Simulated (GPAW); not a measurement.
# Ballistic transport through 1,4-phenylene between two Al chains, from relaxation to T(E), part 2 of 2

Aim: the conductance of 1,4-phenylene between two Al chains after relaxation, and whether geometry, basis or functional moves it most.

GPAW 26.7.0; GPAW LCAO, PAW setups; relaxation of the junction within the symmetry of its start, lead ends held (the session's first sound run).

So far, transmission at the Fermi level (one spin): step 3 (GPAW, dzp) 0.639; step 4 (basis szp(dzp)) 0.679; step 5 (basis sz(dzp)) 0.690. Also open channels of the lead at the Fermi level (one spin): step 3 2; step 4 2.

### Step 6. LDA in the dzp basis: xc = "LDA"

Level of this step: GPAW LCAO, PAW setups; Landauer transmission from Green's functions with principal layers (ASE), zero bias (GPAW).

Back in the dzp basis, the functional changes from PBE to LDA, to set the spread between functionals beside that between bases.

Contents of run.py:

```python
import json
import numpy as np
from ase import Atoms
from ase.transport.calculators import TransportCalculator
from gpaw import GPAW, FermiDirac
from gpaw.lcao.tools import get_lcao_hamiltonian
from scipy.linalg import eigh

# The junction with lead layers at both ends, along the third cell vector
device = Atoms(
    ['Al', 'Al', 'Al', 'Al', 'Al', 'Al', 'Al', 'C', 'H', 'H', 'C', 'C', 'C', 'C', 'H', 'H', 'C', 'Al', 'Al', 'Al', 'Al', 'Al', 'Al', 'Al'],
    positions=[
        [5.39909, 4.50000, 1.20000],
        [5.39909, 4.50000, 3.60000],
        [5.39909, 4.50000, 6.00000],
        [5.39909, 4.50000, 8.40000],
        [5.39909, 4.50000, 10.80000],
        [5.39909, 4.50000, 13.20000],
        [5.39909, 4.50000, 15.55505],
        [5.39909, 4.50000, 17.47907],
        [7.59400, 4.50000, 17.66349],
        [3.20418, 4.50000, 17.66349],
        [6.62467, 4.50000, 18.20534],
        [4.17352, 4.50000, 18.20534],
        [6.62467, 4.50000, 19.60431],
        [4.17352, 4.50000, 19.60431],
        [7.59400, 4.50000, 20.14616],
        [3.20418, 4.50000, 20.14616],
        [5.39909, 4.50000, 20.33058],
        [5.39909, 4.50000, 22.25460],
        [5.39909, 4.50000, 24.60965],
        [5.39909, 4.50000, 27.00965],
        [5.39909, 4.50000, 29.40965],
        [5.39909, 4.50000, 31.80965],
        [5.39909, 4.50000, 34.20965],
        [5.39909, 4.50000, 36.60965]],
    cell=[[10.79818, 0.0, 0.0], [0.0, 9.0, 0.0], [0.0, 0.0, 37.80965]],
    pbc=True)

# One principal layer of the lead: the first 4 atoms of the device
lead = Atoms(
    ['Al', 'Al', 'Al', 'Al'],
    positions=[
        [5.39909, 4.50000, 1.20000],
        [5.39909, 4.50000, 3.60000],
        [5.39909, 4.50000, 6.00000],
        [5.39909, 4.50000, 8.40000]],
    cell=[[10.79818, 0.0, 0.0], [0.0, 9.0, 0.0], [0.0, 0.0, 9.6]],
    pbc=True)

settings = dict(mode='lcao', basis='dzp', xc='LDA', h=0.2,
                occupations=FermiDirac(0.1), maxiter=250,
                mixer=dict(beta=0.1, nmaxold=8, weight=100.0),
                convergence=dict(density=0.0001))
energies = np.arange(-2, 2 + 1e-9, 0.025)
eta = 0.0001
n1, n2 = 1, 1
# k and -k transmit alike, so half of the mesh across the current serves
mesh = [(i, j) for i in range(n1) for j in range(n2) if (i, j) <= (-i % n1, -j % n2)]
weights = np.array([1 if (i, j) == (-i % n1, -j % n2) else 2 for i, j in mesh]) / (n1 * n2)

# [... helper functions left out ...]
fermi_lead = ground_state(lead, (1, 1, 12), 'lead.txt')
fermi_device = ground_state(device, (1, 1, 2), 'device.txt')
# [... loop over the mesh left out, but for ...]
        # Shift the lead onto the potential of the device's first layer
        shift = ((H[:, 0, 0] - H0[:, 0, 0]) / S0[0, 0]).real.mean()
# [...]
kT = 8.617333e-5 * 300
bias = [0.1, 0.2, 0.5, 1.0, 1.5, 2.0]
# [... integrals and printing left out ...]
```

Started as:

```sh
$ OMP_NUM_THREADS=1 OPENBLAS_NUM_THREADS=1 python run.py
```

The program printed:

```text
basis functions: device 280, principal layer 52
Fermi level: lead -3.4324 eV, device -3.2217 eV; lead shifted by -0.0050 eV
largest coupling past the next layer 1.26e-15 eV, largest misfit of the first layer 0.033 eV
  E-E_F (eV)   T (one spin)  channels
    -2.000    2.0642e-02    1.0000
    -1.975    1.9054e-02    1.0000
    -1.950    1.7565e-02    1.0000
[...]
1.975    9.8644e-01    3.0000
     2.000    9.7677e-01    3.0000
conductance at 300 K: 0.66339 G0 a cell; thermopower -1.06 uV/K
current from the zero-bias T(E) at 0.1 V: 5.1174 uA
current from the zero-bias T(E) at 0.2 V: 10.104 uA
current from the zero-bias T(E) at 0.5 V: 23.391 uA
current from the zero-bias T(E) at 1.0 V: 37.377 uA
current from the zero-bias T(E) at 1.5 V: 48.019 uA
current from the zero-bias T(E) at 2.0 V: 60.834 uA
```

Elapsed: 74 s, on 1 thread of Arm Neoverse V1, shared host; peak memory 1.4 GiB.

Numbers from this step:

* conductance: 0.6634 G₀
* largest coupling past the next principal layer: 1.26e-15 eV
* largest misfit of the first principal layer: 0.03291 eV
* shift that aligns the lead: -0.004985 eV
* basis functions of the junction: 280
* basis functions of a principal layer: 52
* transmission at the Fermi level (one spin): 0.6717

The conductance, 0.663 G₀, lies 5.2 % above that of the dzp run.

### Step 7. Without the relaxation: geometry = "as built"

The dzp basis with PBE on the structure as first built shows what the relaxation was worth.

Changes to run.py since step 6:

```diff
@@ -18,14 +18,14 @@
         [5.39909, 4.50000, 13.20000],
-        [5.39909, 4.50000, 15.55505],
-        [5.39909, 4.50000, 17.47907],
-        [7.59400, 4.50000, 17.66349],
-        [3.20418, 4.50000, 17.66349],
-        [6.62467, 4.50000, 18.20534],
-        [4.17352, 4.50000, 18.20534],
-        [6.62467, 4.50000, 19.60431],
-        [4.17352, 4.50000, 19.60431],
-        [7.59400, 4.50000, 20.14616],
-        [3.20418, 4.50000, 20.14616],
-        [5.39909, 4.50000, 20.33058],
-        [5.39909, 4.50000, 22.25460],
+        [5.39909, 4.50000, 15.60000],
+        [5.39909, 4.50000, 17.51000],
+        [7.54818, 4.50000, 17.66405],
+        [3.25000, 4.50000, 17.66405],
+        [6.60705, 4.50000, 18.20741],
+        [4.19114, 4.50000, 18.20741],
+        [6.60705, 4.50000, 19.60224],
+        [4.19114, 4.50000, 19.60224],
+        [7.54818, 4.50000, 20.14560],
+        [3.25000, 4.50000, 20.14560],
+        [5.39909, 4.50000, 20.29965],
+        [5.39909, 4.50000, 22.20965],
         [5.39909, 4.50000, 24.60965],
@@ -50,3 +50,3 @@
 
-settings = dict(mode='lcao', basis='dzp', xc='LDA', h=0.2,
+settings = dict(mode='lcao', basis='dzp', xc='PBE', h=0.2,
                 occupations=FermiDirac(0.1), maxiter=250,
```

The program printed:

```text
basis functions: device 280, principal layer 52
Fermi level: lead -3.3024 eV, device -3.0623 eV; lead shifted by -0.0055 eV
largest coupling past the next layer 1.11e-15 eV, largest misfit of the first layer 0.035 eV
  E-E_F (eV)   T (one spin)  channels
    -2.000    2.3286e-02    1.0000
    -1.975    2.1397e-02    1.0000
    -1.950    1.9631e-02    1.0000
[...]
1.975    1.0530e+00    3.0000
     2.000    1.0503e+00    3.0000
conductance at 300 K: 0.61204 G0 a cell; thermopower -1.632 uV/K
current from the zero-bias T(E) at 0.1 V: 4.7193 uA
current from the zero-bias T(E) at 0.2 V: 9.3068 uA
current from the zero-bias T(E) at 0.5 V: 21.422 uA
current from the zero-bias T(E) at 1.0 V: 34.267 uA
current from the zero-bias T(E) at 1.5 V: 44.132 uA
current from the zero-bias T(E) at 2.0 V: 55.946 uA
```

Elapsed: 82 s, on 1 thread; peak memory 1.4 GiB.

Numbers from this step:

```yaml
conductance: 0.6120 G₀
thermopower: -1.632 μV/K
largest_coupling_past_the_next_principal_layer: 1.11e-15 eV
largest_misfit_of_the_first_principal_layer: 0.03529 eV
shift_that_aligns_the_lead: -0.005465 eV
transmission_at_the_fermi_level_one_spin: 0.6205
```

The conductance, 0.612 G₀, lies 2.9 % below that of the dzp run.

### Step 8. All levels side by side

Times are for 1 thread of Arm Neoverse V1, shared host. The series side by side:

| no. | run | conductance (G₀) | time | memory (GiB) |
| --- | --- | --- | --- | --- |
| 1 | dzp | 0.6304 | 88 s | 1.4 |
| 2 | szp | 0.6697 | 67 s | 1.3 |
| 3 | sz | 0.6819 | 40 s | 1.2 |
| 4 | dzp LDA | 0.6634 | 74 s | 1.4 |
| 5 | asbuilt | 0.6120 | 82 s | 1.4 |

### Step 9. Comparison

The curves are compared point by point over the common energies.

This step: comparison of transmission and cost over codes, levels and geometry (GPAW 26.7.0).

Ladder, by row:

| step | code | T at the Fermi level (sum over the listed spins) | conductance (G0) | r.m.s. T(E) from the first | wall time (s) | peak memory (GiB) | threads |
| --- | --- | --- | --- | --- | --- | --- | --- |
| dzp | GPAW | 0.6387 | 0.6304 | 0 | 87.5 | 1.35 | 1 |
| szp | GPAW | 0.6786 | 0.6697 | 0.1189 | 67.11 | 1.32 | 1 |
| sz | GPAW | 0.6901 | 0.6819 | 0.05548 | 40.47 | 1.2 | 1 |
| dzp-LDA | GPAW | 0.6717 | 0.6634 | 0.0329 | 73.66 | 1.38 | 1 |
| asbuilt | GPAW | 0.6205 | 0.612 | 0.01848 | 81.72 | 1.35 | 1 |

Table of transmission, zone mean, sum over the listed spins by energy, zero at the Fermi level:

| energy (eV) | dzp | szp | sz | dzp-LDA | asbuilt |
| --- | --- | --- | --- | --- | --- |
| -2.000 | 0.0188 | 0.00221 | 7.7e-4 | 0.0206 | 0.0233 |
| -1.800 | 0.00928 | 9.3e-4 | 1.2e-4 | 0.0104 | 0.0113 |
| -1.600 | 0.00383 | 2.8e-4 | 2.6e-13 | 0.00441 | 0.00451 |
| -1.400 | 8.6e-4 | 4.5e-6 | 0 | 0.00105 | 9.7e-4 |
| -1.200 | 2.7e-12 | 2.0e-14 | 0 | 4.0e-12 | 3.3e-12 |
| -1.000 | 7.8e-14 | 0 | 0 | 9.8e-14 | 8.7e-14 |
| -0.800 | 3.1e-14 | 0 | 0 | 3.1e-14 | 2.6e-14 |
| -0.600 | 2.7e-14 | 0 | 0 | 2.5e-14 | 2.1e-14 |
| -0.400 | 0.0164 | 5.1e-10 | 0.127 | 0.0203 | 0.0201 |
| -0.200 | 0.491 | 0.496 | 0.525 | 0.510 | 0.453 |
| 0.000 | 0.639 | 0.679 | 0.690 | 0.672 | 0.620 |
| 0.200 | 0.549 | 0.610 | 0.617 | 0.593 | 0.549 |
| 0.400 | 0.474 | 0.571 | 0.554 | 0.523 | 0.485 |
| 0.600 | 0.483 | 0.629 | 0.578 | 0.537 | 0.499 |
| 0.800 | 0.552 | 0.766 | 0.669 | 0.611 | 0.563 |
| 1.000 | 0.679 | 0.923 | 0.787 | 0.744 | 0.703 |
| 1.200 | 0.824 | 1.02 | 0.902 | 0.878 | 0.810 |
| 1.300 | 0.893 | 1.04 | 0.949 | 0.940 | 0.865 |
| 1.400 | 0.956 | 1.02 | 0.985 | 0.992 | 0.918 |
| 1.600 | 1.04 | 0.945 | 1.02 | 1.05 | 1.01 |
| 1.650 | 1.05 | 0.919 | 1.02 | 1.05 | 1.02 |
| 1.675 | 1.05 | 0.906 | 1.02 | 1.05 | 1.03 |
| 1.725 | 1.05 | 0.879 | 1.02 | 1.05 | 1.04 |
| 1.800 | 1.05 | 0.838 | 1.01 | 1.04 | 1.05 |
| 2.000 | 0.998 | 0.736 | 0.984 | 0.977 | 1.05 |

### Step 10. Other settings

One more run, with changed settings.

This step: GPAW LCAO, PAW setups; Landauer transmission from Green's functions with principal layers (ASE), zero bias (GPAW 26.7.0).

Changes to run.py since step 7:

```diff
@@ -18,14 +18,14 @@
         [5.39909, 4.50000, 13.20000],
-        [5.39909, 4.50000, 15.60000],
-        [5.39909, 4.50000, 17.51000],
-        [7.54818, 4.50000, 17.66405],
-        [3.25000, 4.50000, 17.66405],
-        [6.60705, 4.50000, 18.20741],
-        [4.19114, 4.50000, 18.20741],
-        [6.60705, 4.50000, 19.60224],
-        [4.19114, 4.50000, 19.60224],
-        [7.54818, 4.50000, 20.14560],
-        [3.25000, 4.50000, 20.14560],
-        [5.39909, 4.50000, 20.29965],
-        [5.39909, 4.50000, 22.20965],
+        [5.39909, 4.50000, 15.55505],
+        [5.39909, 4.50000, 17.47907],
+        [7.59400, 4.50000, 17.66349],
+        [3.20418, 4.50000, 17.66349],
+        [6.62467, 4.50000, 18.20534],
+        [4.17352, 4.50000, 18.20534],
+        [6.62467, 4.50000, 19.60431],
+        [4.17352, 4.50000, 19.60431],
+        [7.59400, 4.50000, 20.14616],
+        [3.20418, 4.50000, 20.14616],
+        [5.39909, 4.50000, 20.33058],
+        [5.39909, 4.50000, 22.25460],
         [5.39909, 4.50000, 24.60965],
@@ -51,4 +51,4 @@
 settings = dict(mode='lcao', basis='dzp', xc='PBE', h=0.2,
-                occupations=FermiDirac(0.1), maxiter=250,
-                mixer=dict(beta=0.1, nmaxold=8, weight=100.0),
+                occupations=FermiDirac(0.1), maxiter=60,
+                mixer=dict(beta=1.0, nmaxold=1, weight=1.0),
                 convergence=dict(density=0.0001))
```

The program printed:

```text
gpaw.KohnShamConvergenceError
```

Wall time 3.2 min (1 thread); peak memory 1.1 GiB.

No converged result was reached; the numbers in the log don't describe the system.

The fault put into the input: mixing far too strong, under a cap of 60 iterations, which ended the run (beta = 1.0, nmaxold = 1 and weight = 1.0).

### Step 11. Outcome

| Quantity | Value |
| --- | --- |
| conductance | 0.630 G₀ |
| transmission at the Fermi level, mean of the spins | 0.639 |
| thermopower | about 0 (under 1.5 μV/K) |
| open channels of the lead there | 2 |

What this shows: In the dzp basis the junction conducts 0.630 G₀ at 300 K, with T = 0.639 a spin at the Fermi level; the sz basis reaches that conductance within 10 %. Relaxation moved atoms by up to 0.046 Å and took the conductance from 0.612 to 0.630 G₀, as a ratio a smaller change than the step from dzp to the minimal basis. The scatterer reflects about 68 % of the incoming channels at the Fermi level. At the Fermi level two eigenchannels carry the current (0.61 and 0.029). Measured against the first run (dzp), the nearest curve is that of asbuilt (r.m.s. 0.018) and the farthest that of szp (0.12). Over the compared runs wall time goes from 40 s (sz) to 88 s (dzp), on a shared host. The leads kept an estimated spacing and the cell its length, so the junction may be under some tension or compression. The geometry comes from the orbital basis, which tends to overbind, and kept the symmetry of the start, so a structure of lower symmetry may lie lower. Semilocal functionals put molecular levels too near the Fermi level, so such conductances usually come out too high, and chain electrodes have a sharper density of states than real ones. An evenly spaced straight chain is an idealisation: free chains tend to dimerise, zigzag or, where a band edge lies near the Fermi level, turn magnetic. The currents use the zero-bias T(E) throughout, which holds only while the bias is small against the distance to the nearest feature.

[Logs are printed without paths, hosts, clocks, repeated set-up lines and the standing remarks that a program may print on its own settings, such as how far it seeks lower states.]

[Hosts, paths, dates, database ids (printed as entryN), source tags and the programs' standing remarks are cut or masked in the printed files.]
